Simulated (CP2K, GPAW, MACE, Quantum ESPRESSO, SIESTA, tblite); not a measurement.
# Predicting plane-wave site energies from CP2K double zeta, PBE+D3(BJ): Si in place of Ge in amorphous Ge at 5.20 g/cm^3 (72 atoms)

Density of this cell: 5.20 g/cm³. The cell holds 72 atoms: 72 Ge. Cell: a = 11.863 Å, b = 11.863 Å, c = 11.863 Å, α = 90.0°, β = 90.0°, γ = 90.0°. 72 atoms (72 Ge) placed at random at 5.2 g/cm³, melted at 3500 K for 10 ps at fixed volume with the Tersoff potential (Tersoff, Phys. Rev. B 39, 5566 (1989)). Quenched from 3500 K to 300 K at 20 K/ps and fixed volume, annealed at 800 K for 20 ps, held 5 ps, then minimised at fixed cell. Then the atoms were relaxed with MACE MPA-0 medium in the fixed cell.

Calculated with Quantum ESPRESSO 7.5: PBE; plane waves, SSSP efficiency, 45/360 Ry; k-points Γ. The cheaper level is PBE+D3(BJ); DZVP-MOLOPT-SR, GTH-PBE potentials, 350 Ry; k-points Γ. Each row is one cell with Si in place of Ge, relaxed with MACE MPA-0 medium; both levels solve the same cells, and energies are counted from site Ge13 at each level.

```
energy from CP2K double zeta, PBE+D3(BJ) (eV)  energy from plane waves (eV)  site
                                        0.000                             0  Ge13
                                        0.062                             ?     ?
                                        0.094                       0.09241  Ge44
                                        0.148                        0.1413   Ge8
                                        0.411                        0.3669   Ge2
```

Task: Fit a straight line to the rows given and interpolate to the withheld row.

Worked fit:

Take u as the energy from CP2K double zeta, PBE+D3(BJ) and v as that from plane waves.

```
   u (eV)     v (eV)
        0          0
0.0942390  0.0924070
 0.147626   0.141324
 0.411489   0.366880
```

With n = 4: mean u = 0.163339, mean v = 0.150153, Σ(u − ū)² = 0.093280, Σ(u − ū)(v − v̄) = 0.082436. Slope b = 0.082436 / 0.093280 = 0.88375; intercept a = v̄ − b ū = 0.0058030.

At the withheld site u = 0.06189, and v = a + b u.

Prediction at 0.062: 0.06050 eV. The run gave 0.05149 eV, so the fit is high by 0.0090 eV (18 % of the value).

The slope of 0.88 says that CP2K double zeta, PBE+D3(BJ) spreads the sites about as widely as plane waves do. Taken as it stands, without the line, its value misses the withheld site by 0.010 eV. Among the rows given, the largest miss of the fit is at 0.000, by 0.0058 eV (1.6 % of the range of the table).

Limits: Few sites, one cell. The geometries are those of MACE MPA-0 medium, not of DFT.

[Logs are printed without paths, hosts, clocks, repeated set-up lines and the standing remarks that a program may print on its own settings, such as how far it seeks lower states.]

[Hosts, paths, dates, database ids (printed as entryN), source tags and the programs' standing remarks are cut or masked in the printed files.]
